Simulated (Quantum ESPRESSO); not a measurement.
# Work function of bcc Be face by face (PBEsol, Quantum ESPRESSO)

Does the work function of Be follow how densely a face is packed?

All values are computed: Quantum ESPRESSO 7.5, PBEsol, plane waves, scalar-relativistic unless marked; slabs or sheets with vacuum, the vacuum level from the planar mean of the electrostatic potential.

| face | atoms in the slab | top-layer atoms per Å² | work function (eV) |
| --- | --- | --- | --- |
| (111) | 18 | 0.092 | 3.98 |
| (100) | 8 | 0.159 | 3.33 |

The densest face listed is -0.65 eV against the most open one. That goes against Smoluchowski's order, by which dense faces have the higher barrier; thin slabs, whose work function swings with thickness, or the metal's own band structure can reverse it.

The slabs are 1×1 cuts on the parent's lattice, 8.7 to 12.1 Å between the outer relaxed layers. Two faces can't establish a trend. This isn't the ambient phase of Be.
